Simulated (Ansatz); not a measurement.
# linear Se chain: one chain at several levels of theory, part 4 of 4

How many channels does the linear Se chain carry, and how sure is the answer?

Ansatz 0.2.0; DFT PBE, plane waves, PAW; relaxation of a chain's period (the session's first sound run).

So far. Step 11 (Relaxation of atoms and period, cutoff 1170.09 eV): The cell's length comes to 2.371 Å, -0.1 % against the first run, with no moment. Step 12 (The relaxed wire): The cell's length comes to 2.372 Å, +0.0 % against the first run, with spin left out.

### 14. With spin-orbit coupling (continued)

Level of this step: DFT PBE, plane waves, fully relativistic PAW; channels of a perfect chain with spin-orbit coupling (Ansatz).

The slowest values at each energy, most degenerate partners merged, listed up to 1.5 1/Å. Table of Im kz of the slowest decaying states by energy, zero at the Fermi level:

```
energy (eV)  decay 1 (Å⁻¹)  decay 2 (Å⁻¹)  decay 3 (Å⁻¹)  decay 4 (Å⁻¹)
     -0.420           1.08           1.28           1.40           1.41
     -0.385           1.07           1.27           1.39           1.41
     -0.350           1.07           1.27           1.39           1.41
     -0.280           1.06           1.26           1.38           1.40
     -0.245           1.05           1.26           1.38           1.40
     -0.210           1.05           1.25           1.38           1.39
     -0.175           1.05           1.25           1.37           1.39
     -0.140           1.04           1.25           1.37           1.39
     -0.070           1.03           1.24           1.36           1.38
     -0.035           1.03           1.24           1.36           1.38
      0.000           1.02           1.23           1.36           1.37
      0.035           1.02           1.23           1.35           1.37
      0.070           1.01           1.22           1.35           1.37
      0.140           1.01           1.22           1.34           1.36
      0.175           1.00           1.21           1.34           1.36
      0.210          0.996           1.21           1.34           1.35
      0.245          0.992           1.21           1.33           1.35
      0.280          0.987           1.20           1.33           1.35
      0.350          0.977           1.19           1.32           1.34
      0.385          0.973           1.19           1.32           1.34
      0.420          0.968           1.19           1.31           1.33
```

The electronic bands at the labelled points (eV, zero at the Fermi level):

```
  point  band 13  band 14  band 15  band 16  band 17  band 18  band 19  band 20
      Γ    -3.14    -3.14    -2.91    -2.91     3.95     3.95     5.75     5.75
halfway    -1.69    -1.69    -1.43    -1.43     0.41     0.41     5.63     5.63
      Z    -6.38    -6.38     0.86     0.86     1.17     1.17     7.56     7.56
```

At the computed energy nearest the Fermi level there are 6 spinor channels, and the thermal average gives 3.00 G₀.

### 15. The same system on other settings: scf.mixing.algorithm = "broyden" and scf.mixing.beta = 0.5

This step: DFT PBE, plane waves, PAW; channels and complex bands of a perfect chain; changed: scf.mixing.algorithm = "broyden", scf.mixing.beta = 0.5 (Ansatz 0.2.0).

The atoms of the run on the perfect lead (PBE) are kept and the input is varied, to see whether the result depends on it. The ELF is not written this time.

File input.yaml:

```yaml
crystal:
  lattice:
    - [7.5, 0.0, 0.0]
    - [0.0, 7.5, 0.0]
    - [0.0, 0.0, 2.371902739]
  atoms:
    - { symbol: Se, position: [0.5, 0.5, 0.0] }
kpoints:
  mp_grid: { grid: [1, 1, 34] }
  band_path: { path: ["Γ", Z], npoints: 60 }
scf:
  occupations: { method: fermi_dirac, width: 0.05 }
  mixing: { algorithm: broyden, beta: 0.5 }
hamiltonian:
  xc: pbe
output:
  transmission:
    e_range: [-2, 2]
    de: 0.035
    kmesh: [1, 1]
    reduced_basis: true
    leads: [[0, 0]]
  dos: { projected: true, e_range: [-6, 4] }
  write_potential: true
  write_density: true
  volumetric_format: npy
```

Launch:

```console
$ ansatz run input.yaml --threads 4 --pin off --max-ram 8192MiB --backend cpu --events-out ev --progress --plain --runs-dir out
```

Numbers of over 12 decimals in the logs are rounded to 6 here.

The log of the run:

```text
[...]
Crystal: 1 atoms, lattice volume = 133.420 Å³
Basis set: ecut = 420 eV, 2599 PW (Γ)
Bands: 12, of which v1, the nominal top of the filled ones, is band 8 counted from 1 (7 counted from 0)
Symmetry: 16 space group operations
[...]
k-points: 18 of 34
[...]
SCF iter   1: F=—  HF=-5468.510467 eV  |F-HF|=—  |Δ(HF+E_count)|=         —  Δρ=3.53e-3  dr2=2.53e-2  ethr=1.77e-3  ⟨swp⟩=5.6  Hψ=1288  notcnv=0
[...]
SCF iter   6: F=-5468.501920 eV  HF=-5468.501920 eV  |F-HF|=6.92e-8  |Δ(HF+E_count)|=   1.51e-5  Δρ=5.13e-6  dr2=2.31e-8  ethr=6.25e-10  ⟨swp⟩=6.7  Hψ=1023  notcnv=0
SCF 1 converged in 6 iterations: F = -5468.501920 eV  dr2 = 2.31e-8
[...]
transmission: 3 of 18 steps passed
transmission: 6 of 18 steps passed
[...]
transmission: 18 of 18 steps passed
[...]
SCF converged after 6 iterations
[...]
Free energy (F): -5468.501920 eV
[...]
Internal energy: -5468.494456 eV  (E = F + TS)
E sigma→0 (E₀):  -5468.498188 eV
Entropy (-TS):   -0.007464 eV (-7.464 meV/atom)
Fermi energy:    -2.966051 eV
[...]
--- Band table (eV; the first three rows and the last of 18) ---
  k-point 0: bands = [... 4 lower, -50.7338, -17.6807, -6.0427, -6.0427, 0.9252, 2.7301, 3.8871, 4.1699]
  k-point 1: bands = [... 4 lower, -50.7338, -17.6587, -6.0215, -6.0215, 0.9475, 2.7531, 3.9099, 4.1924]
  k-point 2: bands = [... 4 lower, -50.7337, -17.5928, -5.9580, -5.9580, 1.0141, 2.8220, 3.9781, 4.2597]
  k-point 17: bands = [... 4 lower, -50.7293, -12.5123, -9.3838, -2.0071, -2.0071, 4.5480, 4.5480, 7.5591]
--- Transmission ---
  basis      : 497 plane waves across, 3 finite elements along
  points     : 1, standing for a mesh of 1 x 1
[...]
crystal 0  : Se1, at the sites [0, 0], period 2.3719 Å: whole cells are its period
[...]
filled         : 15.6 meV under the level at which it is neutral
    channels       : 3.000000e0 a spin
[...]
```

Run time: 10 s. Hardware: 4 threads of AMD EPYC 9R14 (Zen 4), shared host; peak memory 0.5 GiB.

Numbers from this step:

| Item | Value |
| --- | --- |
| energy at zero smearing | -5468.4982 eV |

The open channels of the lead, one spin by energy, zero at the Fermi level:

```
energy (eV)  open channels of the lead, one spin
     -2.000                                    3
     -1.790                                    3
     -1.615                                    3
     -1.405                                    3
     -1.195                                    3
     -0.985                                    3
     -0.810                                    3
     -0.600                                    3
     -0.390                                    3
     -0.215                                    3
     -0.005                                    3
      0.205                                    3
      0.415                                    3
      0.590                                    3
      0.800                                    3
      1.010                                    1
      1.185                                    1
      1.395                                    1
      1.605                                    1
      1.815                                    1
```

It took 10 s against 12 s for the run it varies, and the conductance is 3.00 G₀ against 3.00 G₀.

The channels at the energy nearest the Fermi level, one spin and conductance of the lead as this run defines it stay within 0.2 % plus 0.001 of the run it varies.

### 16. Summary of results

| Item | Value |
| --- | --- |
| cell length, PBE | 2.372 Å |
| cell length, PBEsol | 2.349 Å |
| cell length, LDA | 2.336 Å |
| cell length, r2SCAN | 2.355 Å |
| cell length, PBE, NC files | 2.371 Å |
| cell length, PBE, no spin | 2.372 Å |
| conductance, PBE | 3.00 G₀ |
| conductance, PBEsol | 3.00 G₀ |
| conductance, LDA | 3.00 G₀ |
| conductance, r2SCAN | 3.00 G₀ |
| conductance, with spin-orbit coupling | 3.00 G₀ |

**Reading.** Under PBE the cell's length is 2.37 Å, no moment survives, and it is a metal with 3 channels a spin next to the Fermi level, 3.00 G₀ at 300 K. The cell's length spans 1.5 % over the functionals, shortest under LDA and longest under PBE. A perfect wire passes every open channel, so the conductance counts half a G₀ for each forward-moving state at the Fermi level, spin by spin. Transport is coherent and elastic here: the atoms are frozen, so scattering by vibrations plays no part. The lead's cell of one atom keeps the chain straight and evenly spaced; a zigzag or dimerised form may lie lower.

[Logs are printed without paths, hosts, clocks, repeated set-up lines and the standing remarks that a program may print on its own settings, such as how far it seeks lower states.]

[Hosts, paths, dates, database ids (printed as entryN), source tags and the programs' standing remarks are cut or masked in the printed files.]
